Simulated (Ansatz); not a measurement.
# Quasiparticle gap of WSe2 (P6_3/mmc), part 2 of 2

Aim: the quasiparticle gap of WSe2 (P6_3/mmc), starting from HSE06.

Ansatz 0.2.0; HSE06, then G0W0 on it, plane waves, PAW. Known limits of the many-body steps: finite bands, screening cutoff and k mesh; no spin-orbit coupling in G0W0.

So far. Step 2 (HSE06 levels on the mesh and at listed points): Over mesh and listed points the gap is 1.446 eV, from k = Γ to k = (0.167, 0.167, 0.000). The least direct gap found is 1.985 eV, at k = (0.333, 0.333, 0.000).

The database entry behind the starting cell differs from later determinations by our own check (a about 0.2 % long), so it need not match the best structure at ambient conditions.

In doubt: masses and optical values from hybrid runs of this build are listed as unsure (step 3), which bears on the screening that GW takes from such a start.

## 3. G0W0 on the 6×6×2 mesh

G0W0 replaces the xc potential by a self-energy built once from the orbitals of the start. Levels are corrected in the window of bands that the input names, at points of the mesh.

This step: G0W0 on HSE06, plane waves, PAW.

Input file input.yaml:

```yaml
crystal:
  lattice:
    - [3.29, 0.0, 0.0]
    - [-1.645, 2.8492235785, 0.0]
    - [0.0, 0.0, 12.97]
  atoms:
    - { symbol: W, position: [0.3333333333, 0.6666666667, 0.25] }
    - { symbol: W, position: [0.6666666667, 0.3333333333, 0.75] }
    - { symbol: Se, position: [0.3333333333, 0.6666666667, 0.621] }
    - { symbol: Se, position: [0.6666666667, 0.3333333333, 0.121] }
    - { symbol: Se, position: [0.3333333333, 0.6666666667, 0.879] }
    - { symbol: Se, position: [0.6666666667, 0.3333333333, 0.379] }
kpoints:
  mp_grid: { grid: [6, 6, 2] }
hamiltonian:
  xc: hse06
  pseudopotentials: { kind: paw, source: ansatz }
scf:
  occupations: { method: fixed }
gw:
  n_empty_bands: 723
  ecut_chi: 190.0
  qp_bands: [v2, c2]
  qp_kpoints: band_edges
  screening: { model: contour_deformation }
```

On the command line:

```
> ansatz run input.yaml --threads 4 --pin off --max-ram 138240MiB --backend cuda --events-out ev --progress --plain --runs-dir out --devices 1 --max-vram 26GiB  # rebuilt from the run's record
```

Numbers of over 12 decimals in the logs are rounded to 6 here.

The program printed:

```text
GPUs: using 1 of 1 available (devices: 1).
[...]
GPU FFT provider: cuFFT
GPU libraries: cuBLAS 13.8.2, cuFFT 12.4.0, cuSOLVER 12.3.4
Crystal: 6 atoms, lattice volume = 121.580 Å³
Basis set: ecut = 760 eV, 5861 PW (Γ)
Bands: 72, of which v1, the nominal top of the filled ones, is band 60 counted from 1 (59 counted from 0)
Symmetry: 24 space group operations
[...]
k-points: 14 of 72
[...]
GPU buffer pool allocated for 108000 grid points (all kernels)
[...]
SCF iter   1: F=—  HF=-57643.423386 eV  |F-HF|=—  |Δ(HF+E_count)|=         —  Δρ=4.28e-2  dr2=9.01e0  ethr=1.00e-1  ⟨swp⟩=6.5  Hψ=2736  notcnv=0
[...]
SCF iter   6: F=-57642.161989 eV  HF=-57642.162018 eV  |F-HF|=2.91e-5  |Δ(HF+E_count)|=   3.16e-5  Δρ=2.21e-4  dr2=3.91e-5  ethr=1.83e-7  ⟨swp⟩=4.0  Hψ=3002  notcnv=0
SCF 1 stopped early in 6 iterations: F = -57642.161989 eV  dr2 = 3.91e-5
[...]
GPU FFT provider: cuFFT
GPU libraries: cuBLAS 13.8.2, cuFFT 12.4.0, cuSOLVER 12.3.4
[...]
GPU buffer pool allocated for 108000 grid points (all kernels)
[...]
Frozen-core exchange: fock
SCF iter   1: F=—  HF=-57649.378318 eV  |F-HF|=—  |Δ(HF+E_count)|=         —  Δρ=9.33e-3  dr2=1.28e-1  ethr=3.26e-7  ⟨swp⟩=7.3  Hψ=5314  notcnv=0
[...]
SCF iter   6: F=-57649.329106 eV  HF=-57649.329108 eV  |F-HF|=2.11e-6  |Δ(HF+E_count)|=   1.42e-5  Δρ=4.05e-5  dr2=4.69e-6  ethr=3.07e-8  ⟨swp⟩=3.0  Hψ=2588  notcnv=0
SCF 2 stopped early in 6 iterations: F = -57649.329106 eV  dr2 = 4.69e-6
hybrid outer 1: dexx = +2.976e-2 eV, tail = 3.12e-4 eV
GPU FFT provider: cuFFT
GPU libraries: cuBLAS 13.8.2, cuFFT 12.4.0, cuSOLVER 12.3.4
GPU buffer pool allocated for 108000 grid points (all kernels)
[...]
Frozen-core exchange: fock
SCF iter   1: F=—  HF=-57649.329511 eV  |F-HF|=—  |Δ(HF+E_count)|=         —  Δρ=5.50e-5  dr2=4.57e-6  ethr=1.30e-6  ⟨swp⟩=2.6  Hψ=2242  notcnv=0
[...]
SCF iter   4: F=-57649.329515 eV  HF=-57649.329515 eV  |F-HF|=2.42e-9  |Δ(HF+E_count)|=   1.19e-8  Δρ=5.79e-6  dr2=1.45e-8  ethr=9.43e-11  ⟨swp⟩=3.0  Hψ=2478  notcnv=0
SCF 3 converged in 4 iterations: F = -57649.329515 eV  dr2 = 1.45e-8
[...]
NSCF: frozen V_eff on 14 k-points
Exchange-term sweep: 0 of 14 (spin, k) points
Exchange-term sweep: 1 of 14 (spin, k) points
Exchange-term sweep: 2 of 14 (spin, k) points
Exchange-term sweep: 3 of 14 (spin, k) points
Exchange-term sweep: 4 of 14 (spin, k) points
Exchange-term sweep: 5 of 14 (spin, k) points
Exchange-term sweep: 6 of 14 (spin, k) points
Exchange-term sweep: 7 of 14 (spin, k) points
Exchange-term sweep: 8 of 14 (spin, k) points
Exchange-term sweep: 9 of 14 (spin, k) points
Exchange-term sweep: 10 of 14 (spin, k) points
Exchange-term sweep: 11 of 14 (spin, k) points
Exchange-term sweep: 12 of 14 (spin, k) points
Exchange-term sweep: 13 of 14 (spin, k) points
Exchange-term sweep: 14 of 14 (spin, k) points
G₀W₀ screening: q 1/14
[... further progress lines ...]
[...]
Free energy (F): -57649.329515 eV
Frozen-core exchange: fock
[...]
Internal energy: -57649.329515 eV  (E = F + TS)
E sigma→0 (E₀):  -57649.329515 eV
Fermi energy:    14.589127 eV
[...]
--- Band table (eV; the first three rows and the last of 14) ---
  k-point 0: bands = [... 56 lower, 12.9001, 13.2815, 13.3620, 14.5891, 17.8646, 17.8646, 17.9176, 17.9176, ... 1 higher]
  k-point 1: bands = [... 56 lower, 12.8682, 12.8682, 14.3245, 14.3245, 17.8662, 17.8662, 17.8662, 17.8662, ... 1 higher]
  k-point 2: bands = [... 56 lower, 12.4687, 13.3045, 13.3612, 13.8383, 16.7974, 17.4100, 17.4149, 17.5020, ... 1 higher]
  k-point 13: bands = [... 56 lower, 11.4562, 11.4562, 14.2341, 14.2341, 16.3697, 16.3697, 17.6518, 17.6518, ... 1 higher]
  guard bands above this table: 7 of the run's 72 bands. The solve was not asked for them (output.publish_guard_bands: true or output.eigenvalues: true publishes all)
--- G₀W₀: contour deformation, 7 samples at zero and on the imaginary axis and 1 off it, 72 q-points, 723 empty bands' worth ---
  eigenvalues of the whole cell's RPA ε∞ on this k-mesh (on a slab, of 1 + 4πα/V) = 5.8658, 12.1009, 12.1009; static W/v taken at q = 0 is 0.087368
  bands read: the sum over 783 bands ends inside a degenerate multiplet in 8 slots, whose members it reads at an even weight; the widest, k=1: bands 783 to 786 (counted from 1) at 1/4 each
  gw.qp_kpoints: band_edges: 10 of 14 stored k-points solved, in 1 pass; an edge of the gap read off the rows below is read off those points alone
    valence top: of the k-points left out ik 6 came nearest to being solved in a further pass, in band 60 (counted from 1, as in the quasiparticle table): it holds the edge there only if its correction is more favourable than any solved in that band by at least 1.261 eV; those differ by 0.085 eV
    conduction bottom: of the k-points left out ik 4 came nearest to being solved in a further pass, in band 61 (counted from 1, as in the quasiparticle table): it holds the edge there only if its correction is more favourable than any solved in that band by at least 0.605 eV; those differ by 0.087 eV
    ik  band        ε_KS         Σx   Σc(E_QP)       V_xc       Z   E_QP_lin       E_QP  E_QP is
     0    59     13.3620   -18.1268     0.8052   -17.1871  0.7680    13.2272    13.2274  root
     0    60     14.5891   -19.3374     0.2738   -18.8838  0.7763    14.4091    14.4094  root
     0    61     17.8646   -13.6917    -4.2373   -17.7785  0.7796    17.7145    17.7142  root
     0    62     17.8646   -13.6917    -4.2373   -17.7785  0.7796    17.7145    17.7142  root
     1    59     14.3245   -19.0417     0.4946   -18.3608  0.7779    14.1380    14.1383  root
     1    60     14.3245   -19.0417     0.4946   -18.3608  0.7779    14.1380    14.1383  root
     1    61     17.8662   -13.6548    -4.2174   -17.7144  0.7786    17.7088    17.7084  root
     1    62     17.8662   -13.6548    -4.2174   -17.7144  0.7786    17.7088    17.7084  root
     2    59     13.3612   -18.5936     0.8310   -17.6516  0.7675    13.2500    13.2502  root
     2    60     13.8383   -19.0263     0.6112   -18.2735  0.7734    13.6966    13.6968  root
     2    61     16.7974   -13.1177    -3.9951   -16.9315  0.7820    16.6165    16.6161  root
     2    62     17.4100   -13.7231    -4.3320   -17.9239  0.7848    17.2791    17.2788  root
     3    59     13.7700   -18.9871     0.7135   -18.1265  0.7743    13.6228    13.6231  root
     3    60     13.7700   -18.9871     0.7135   -18.1265  0.7743    13.6228    13.6231  root
     3    61     17.0974   -13.4927    -4.0970   -17.4164  0.7790    16.9245    16.9241  root
     3    62     17.0974   -13.4927    -4.0970   -17.4164  0.7790    16.9245    16.9241  root
     8    59     13.2801   -19.2184     0.8918   -18.2272  0.7660    13.1807    13.1809  root
     8    60     13.3263   -19.2964     0.8848   -18.2947  0.7688    13.2092    13.2095  root
     8    61     16.0375   -12.8258    -3.7366   -16.4156  0.7868    15.8908    15.8906  root
     8    62     17.0019   -13.9247    -4.1699   -17.9407  0.7728    16.8484    16.8480  root
     9    59     13.3105   -19.2721     0.8853   -18.2770  0.7676    13.2005    13.2007  root
     9    60     13.3105   -19.2721     0.8853   -18.2770  0.7676    13.2005    13.2007  root
     9    61     16.4651   -13.3549    -3.9154   -17.1272  0.7829    16.3222    16.3219  root
     9    62     16.4651   -13.3549    -3.9154   -17.1272  0.7829    16.3222    16.3219  root
    10    59     13.5266   -18.1210     0.7258   -17.2302  0.7753    13.3613    13.3616  root
    10    60     13.7309   -18.6244     0.6434   -17.8204  0.7752    13.5700    13.5703  root
    10    61     16.6673   -14.0785    -4.0530   -17.9806  0.7737    16.5167    16.5163  root
    10    62     17.3087   -15.5448    -4.3637   -19.7402  0.7581    17.1408    17.1404  root
    11    59     13.6368   -18.4055     0.6849   -17.5586  0.7752    13.4746    13.4748  root
    11    60     13.6368   -18.4055     0.6849   -17.5586  0.7752    13.4746    13.4748  root
    11    61     16.9476   -14.4085    -4.1538   -18.4034  0.7703    16.7890    16.7887  root
    11    62     16.9476   -14.4085    -4.1538   -18.4034  0.7703    16.7890    16.7887  root
    12    59     14.1169   -18.0151     0.2829   -17.5386  0.7763    13.9230    13.9233  root
    12    60     14.3828   -18.6218     0.1579   -18.2703  0.7762    14.1888    14.1891  root
    12    61     16.3695   -15.3907    -3.9769   -19.2737  0.7692    16.2758    16.2756  root
    12    62     16.3695   -15.3907    -3.9769   -19.2737  0.7692    16.2758    16.2756  root
    13    59     14.2341   -18.2422     0.2189   -17.8289  0.7765    14.0395    14.0398  root
    13    60     14.2341   -18.2422     0.2189   -17.8289  0.7765    14.0395    14.0398  root
    13    61     16.3697   -15.3876    -3.9768   -19.2705  0.7692    16.2758    16.2757  root
    13    62     16.3697   -15.3876    -3.9768   -19.2705  0.7692    16.2758    16.2757  root
```

The job ended after 3.6 min (1 × NVIDIA H100 80GB HBM3 (shared by 3 runs) with 4 threads of AMD EPYC 7R13 (Zen 3), shared host; peak memory 4.4 GiB).

This step gave:

| Item | Value |
| --- | --- |
| bands summed | 783 |
| RPA ε∞ on this mesh (eigenvalues) | 5.866, 12.10, 12.10 |
| plane waves in the screening matrix | 749 |
| q-points in the mesh | 72 |
| G0W0 gap over the corrected points | 1.481 eV |
| k of the valence top | 0, 0, 0 |
| k of the conduction bottom | 0.1667, 0.1667, 0 |
| starting gap on the mesh | 1.448 eV |
| Z at the valence top | 0.7763 |
| Z at the conduction bottom | 0.7868 |
| least direct G0W0 gap over the corrected points | 2.087 eV |

Over 10 of 14 irreducible mesh points the G0W0 gap is 1.481 eV, from k = Γ to k = (0.167, 0.167, 0.000). The HSE06 gap of this run on the mesh is 1.448 eV. The two states that bound the G0W0 gap lie that far apart at the start, so the correction of the gap is 1.481 − 1.448 = +0.033 eV. The start of this run differs from the step before in files (soft_2 PAW and hard PAW) and plane-wave cutoff (420 eV and 760 eV).

Labels follow the order of the start: v1 is the top filled band, c1 the lowest empty one; levels that stay degenerate share a row, the window can cut a multiplet, doubted levels are not marked in this list, bands outside the window were not corrected, and the list may be a part of the corrected levels. The levels before and after the correction (eV, zero at the valence-band top of each column):

|  | conduction bottom | valence top |
| --- | --- | --- |
| HSE06 | 1.45 | 0.00 |
| G0W0 | 1.48 | 0.00 |

|  | level | occupation | energy (eV) |
| --- | --- | --- | --- |
| HSE06 | Γ v2 | 2 | -1.227 |
| HSE06 | Γ v1 | 2 | 0.000 |
| HSE06 | Γ c1-c2 | 0 | 3.276 |
| HSE06 | (0.167 0.167 0) v2 | 2 | -1.309 |
| HSE06 | (0.167 0.167 0) v1 | 2 | -1.263 |
| HSE06 | (0.167 0.167 0) c1 | 0 | 1.448 |
| HSE06 | (0.167 0.167 0) c2 | 0 | 2.413 |
| G0W0 | Γ v2 | 2 | -1.182 |
| G0W0 | Γ v1 | 2 | 0.000 |
| G0W0 | Γ c1-c2 | 0 | 3.305 |
| G0W0 | (0.167 0.167 0) v2 | 2 | -1.228 |
| G0W0 | (0.167 0.167 0) v1 | 2 | -1.200 |
| G0W0 | (0.167 0.167 0) c1 | 0 | 1.481 |
| G0W0 | (0.167 0.167 0) c2 | 0 | 2.439 |

The parts of the quasiparticle energy for the two states that bound the G0W0 gap, in eV on the run's own scale (QP = start + Σx + Σc − Vxc, with Σc at the quasiparticle energy):

| edge | k | band | start | Σx | Σc | Vxc | Z | QP |
| --- | --- | --- | --- | --- | --- | --- | --- | --- |
| valence top | Γ | 60 | 14.589 | −19.337 | 0.274 | −18.884 | 0.776 | 14.409 |
| conduction bottom | (0.167, 0.167, 0.000) | 61 | 16.038 | −12.826 | −3.737 | −16.416 | 0.787 | 15.891 |

For a hybrid start, Vxc holds its share of exact exchange.

## 4. Spin-orbit coupling

This run has two-component orbitals with spin-orbit coupling.

This step: DFT, HSE06 with spin-orbit coupling, plane waves, PAW.

Changes to input.yaml since step 3:

```diff
@@ -14,12 +14,25 @@
   mp_grid: { grid: [6, 6, 2] }
+  band_path:
+    path:
+      - [0.0, 0.0, 0.0]
+      - [0.5, 0.0, 0.0]
+      - [0.33333333, 0.33333333, 0.0]
+      - [0.0, 0.0, 0.5]
+      - [0.5, 0.0, 0.5]
+      - [0.33333333, 0.33333333, 0.5]
+      - [0.1666666667, 0.1666666667, 0.0]
+    npoints: 1
 hamiltonian:
   xc: hse06
-  pseudopotentials: { kind: paw, source: ansatz }
 scf:
-  occupations: { method: fixed }
-gw:
-  n_empty_bands: 723
-  ecut_chi: 190.0
-  qp_bands: [v2, c2]
-  qp_kpoints: band_edges
-  screening: { model: contour_deformation }
+  occupations: { method: fermi_dirac, width: 0.02 }
+  n_extra_bands: 12
+magnetization:
+  noncollinear: true
+  spin_orbit: true
+output:
+  eigenvalues: true
+  write_density: true
+  write_potential: true
+  elf: true
+  volumetric_format: npy
```

The program printed:

```text
[...]
GPUs: using 1 of 1 available (devices: 1).
[...]
non-collinear run that drives no moment, with spin-orbit: no starting moment large enough to seed its density (crystal.atoms[].spin), no starting occupations that ask for one, no magnetisation constraint and no magnetic field, so the semilocal B_xc is pinned to zero
[...]
GPU FFT provider: cuFFT
GPU libraries: cuBLAS 13.8.2, cuFFT 12.4.0, cuSOLVER 12.3.4
Crystal: 6 atoms, lattice volume = 121.580 Å³
Basis set: ecut = 420 eV, 2419 PW (Γ)
Bands: 104, of which v1, the nominal top of the filled ones, is band 92 counted from 1 (91 counted from 0)
Symmetry: 24 space group operations + 24 with time reversal
[...]
k-points: 14 of 72
Projection manifold: j_resolved (fully-relativistic pseudo-atomic orbitals)
[...]
GPU buffer pool allocated for 51840 grid points (all kernels)
[...]
SCF iter   1: F=—  HF=-42699.899078 eV  |F-HF|=—  |Δ(HF+E_count)|=         —  Δρ=3.46e-2  dr2=4.89e0  dr2_m=0.00e0 (ungated)  ethr=1.00e-1  |M|=0.00e0 ∫|m|=0.00e0 μB  |m|>n=0.0e0 m-floor=0.0e0 τ_xc=0.0e0  β_m=0.30  ⟨swp⟩=3.5  Hψ=4925  notcnv=0
[...]
SCF iter   6: F=-42699.061646 eV  HF=-42699.061669 eV  |F-HF|=2.36e-5  |Δ(HF+E_count)|=   1.45e-4  Δρ=2.62e-4  dr2=6.72e-5  dr2_m=0.00e0 (ungated)  ethr=1.51e-6  |M|=0.00e0 ∫|m|=0.00e0 μB  |m|>n=0.0e0 m-floor=0.0e0 τ_xc=0.0e0  ⟨swp⟩=4.6  Hψ=3819  notcnv=0  defer=4
SCF 1 stopped early in 6 iterations: F = -42699.061646 eV  dr2 = 6.72e-5
[...]
GPU FFT provider: cuFFT
[...]
Frozen-core exchange: fock
SCF iter   1: F=—  HF=-42666.091752 eV  |F-HF|=—  |Δ(HF+E_count)|=         —  Δρ=7.18e-5  dr2=1.34e-5  dr2_m=0.00e0 (ungated)  ethr=1.08e-6  |M|=0.00e0 ∫|m|=0.00e0 μB  |m|>n=0.0e0 m-floor=0.0e0 τ_xc=0.0e0  β_m=0.30  ⟨swp⟩=4.3  Hψ=3129  notcnv=0
[...]
SCF iter   4: F=-42666.091756 eV  HF=-42666.091756 eV  |F-HF|=5.51e-9  |Δ(HF+E_count)|=   4.77e-8  Δρ=6.96e-6  dr2=4.21e-8  dr2_m=0.00e0 (ungated)  ethr=2.22e-10  |M|=0.00e0 ∫|m|=0.00e0 μB  |m|>n=0.0e0 m-floor=0.0e0 τ_xc=0.0e0  ⟨swp⟩=3.0  Hψ=3254  notcnv=0
SCF 3 converged in 4 iterations: F = -42666.091756 eV  dr2 = 4.21e-8
[...]
Magnetization: |M| = 0.0000 μB,  M = (+0.0000, +0.0000, +0.0000) μB
Absolute magnetization: 0.0000 μB (∫|m|)
  site 0: m = (+0.0000, +0.0000, +0.0000) μB, |m| = 0.0000 μB  (R = 1.04 Å)
  site 1: m = (+0.0000, +0.0000, +0.0000) μB, |m| = 0.0000 μB  (R = 1.04 Å)
  site 2: m = (+0.0000, +0.0000, +0.0000) μB, |m| = 0.0000 μB  (R = 1.04 Å)
  site 3: m = (+0.0000, +0.0000, +0.0000) μB, |m| = 0.0000 μB  (R = 1.04 Å)
  site 4: m = (+0.0000, +0.0000, +0.0000) μB, |m| = 0.0000 μB  (R = 1.04 Å)
  site 5: m = (+0.0000, +0.0000, +0.0000) μB, |m| = 0.0000 μB  (R = 1.04 Å)
Free energy (F): -42666.091757 eV
Frozen-core exchange: fock
[...]
Internal energy: -42666.091757 eV  (E = F + TS)
E sigma→0 (E₀):  -42666.091757 eV
Fermi energy:    13.375082 eV
[...]
--- Band table (eV; the first three rows and the last of 14) ---
  k-point 0: bands = [... 88 lower, 11.5420, 11.5420, 12.7126, 12.7126, 15.7207, 15.7207, 15.7774, 15.7774, ... 8 higher]
  k-point 1: bands = [... 88 lower, 12.4393, 12.4393, 12.4393, 12.4393, 15.7388, 15.7388, 15.7388, 15.7388, ... 8 higher]
  k-point 2: bands = [... 88 lower, 11.4829, 11.4829, 11.9387, 11.9387, 14.8415, 14.8415, 15.3613, 15.3613, ... 8 higher]
  k-point 13: bands = [... 88 lower, 12.0202, 12.0202, 12.5741, 12.5741, 14.3762, 14.3762, 14.3877, 14.3877, ... 8 higher]
```

Run time: 2.1 min. Hardware: 1 × NVIDIA H100 80GB HBM3 (shared by 3 runs) with 4 threads; peak memory 3.1 GiB.

This step gave:

| Property | Result |
| --- | --- |
| gap | 1.360 eV |
| valence top at | Γ |
| conduction bottom at | k = (0.167, 0.167, 0.000) |
| least direct gap | 1.733 eV |
| exact-exchange fraction | 0.25 |

Over mesh and listed points the gap is 1.360 eV, from k = Γ to k = (0.167, 0.167, 0.000). The least direct gap found is 1.733 eV, at k = (0.333, 0.333, 0.000). HSE06+SOC against HSE06: 1.360 − 1.446 = −0.086 eV, with the same mesh, set of files (read in its fully relativistic form for the spin-orbit run) and cutoff, and both edges at the same k points. The spin-orbit run sees mesh and listed points alone, so its gap is an upper bound: the coupling can move an edge off these points, and the change over the zone, its sign included where it is small, is not known.

## 5. Side by side

Each gap is the least one over the points named; times are wall times on shared hosts, not benchmarks. A G0W0 time includes the run's own self-consistent start. Runs with listed points see these and the mesh alone, so an edge that moves elsewhere is missed.

| level | mesh | files, cutoff | bands summed, screening | points | gap (eV) | valence top | conduction bottom | least direct gap (eV) | time |
| --- | --- | --- | --- | --- | --- | --- | --- | --- | --- |
| HSE06 | 6×6×2 | soft_2 PAW, 420 eV | - | mesh and listed points | 1.446 | Γ | (0.167, 0.167, 0.000) | 1.985 | 34 s |
| HSE06+SOC | 6×6×2 | soft_2 PAW, 420 eV | - | mesh and listed points | 1.360 | Γ | (0.167, 0.167, 0.000) | 1.733 | 2.1 min |
| G0W0@HSE06 | 6×6×2 | hard PAW, 760 eV | 783, 190 eV | 10 of 14 irreducible mesh points | 1.481 | Γ | (0.167, 0.167, 0.000) | 2.087 | 3.6 min |

## 6. What came out

```yaml
hse06_gap_over_mesh_and_listed_points: 1.446 eV, from k = Γ to k = (0.167, 0.167, 0.000)
g0w0_hse06_gap_over_10_of_14_irreducible_mesh_points: 1.481 eV, from k = Γ to k = (0.167, 0.167, 0.000)
hse06_soc_gap_over_mesh_and_listed_points: 1.360 eV
gw_settings: 6×6×2 mesh, 723 empty bands, screening to 190 eV, hard PAW files
known_limits: finite bands, screening cutoff and k mesh; no spin-orbit coupling in G0W0
```

**Reading.** Over 10 of 14 irreducible mesh points the G0W0 gap is 1.481 eV, from k = Γ to k = (0.167, 0.167, 0.000). The HSE06 gap of this run on the mesh is 1.448 eV. The two states that bound the G0W0 gap lie that far apart at the start, so the correction of the gap is 1.481 − 1.448 = +0.033 eV. The valence state moves by 14.409 − 14.589 = −0.180 eV and the conduction state by 15.891 − 16.038 = −0.147 eV, on the run's own scale; how far single levels stand from their limit in bands is not shown. Both edges that HSE06 shows over mesh and listed points lie at k points where levels were corrected. Levels at other points were not corrected, so a lower G0W0 gap elsewhere in the zone is not ruled out. No second run with other bands and screening cutoff is shown, so the distance to the basis limit is not known. On another start, G0W0@PBE runs of this series (6×6×2 mesh, hard PAW; not shown as steps) give 1.253 eV with 378 bands and 110 eV, 1.294 eV with 783 bands and 190 eV, 1.311 eV with 1284 bands and 270 eV and 1.322 eV with 2105 bands and 380 eV. G0W0 on other starts in this series, not shown as steps and not all at these settings: 1.294 eV on PBE (6×6×2, hard PAW, 783 bands, 190 eV) and 1.604 eV on PBE0 (6×6×2, hard PAW, 783 bands, 190 eV). HSE06+SOC against HSE06: 1.360 − 1.446 = −0.086 eV, with the same mesh, set of files (read in its fully relativistic form for the spin-orbit run) and cutoff, and both edges at the same k points. The spin-orbit run sees mesh and listed points alone, so its gap is an upper bound: the coupling can move an edge off these points, and the change over the zone, its sign included where it is small, is not known. What spin-orbit coupling does to the G0W0 levels was not computed, so no sum with the G0W0 gap is formed. The G0W0 runs are scalar-relativistic. No pair of G0W0 runs that differ in the mesh alone is shown (6×6×2 is a supercell whose nearest images lie 20 Å apart), so the error from the mesh is not known here. G0W0 is shown with one set of atomic data (hard PAW), so the error from the files is not known here.

[Paths, hosts, dates, memory and timing lines, banners, echoed tables and standing remarks are left out of the program output.]

[Logs are printed without paths, hosts, clocks, repeated set-up lines and the standing remarks that a program may print on its own settings, such as how far it seeks lower states.]

[Runs of the session that timed out or met a known fault of the program may be left out.]

[Cells called generated may have been cut or substituted from an entry of the Crystallography Open Database or the Materials Project.]

[Hosts, paths, dates, database ids (printed as entryN), source tags and the programs' standing remarks are cut or masked in the printed files.]

[Where an RPA ε∞ is given, it is that of the G0W0 mesh and is not shown converged in it. Names of k-points follow the symmetry that the program found, which can be lower than the space group named. Band edges on a path are those of the sampled points; other points can move an edge, and change direct to indirect where valleys lie close.]

[Hybrid gaps are those of their k-mesh and are not shown converged in it.]
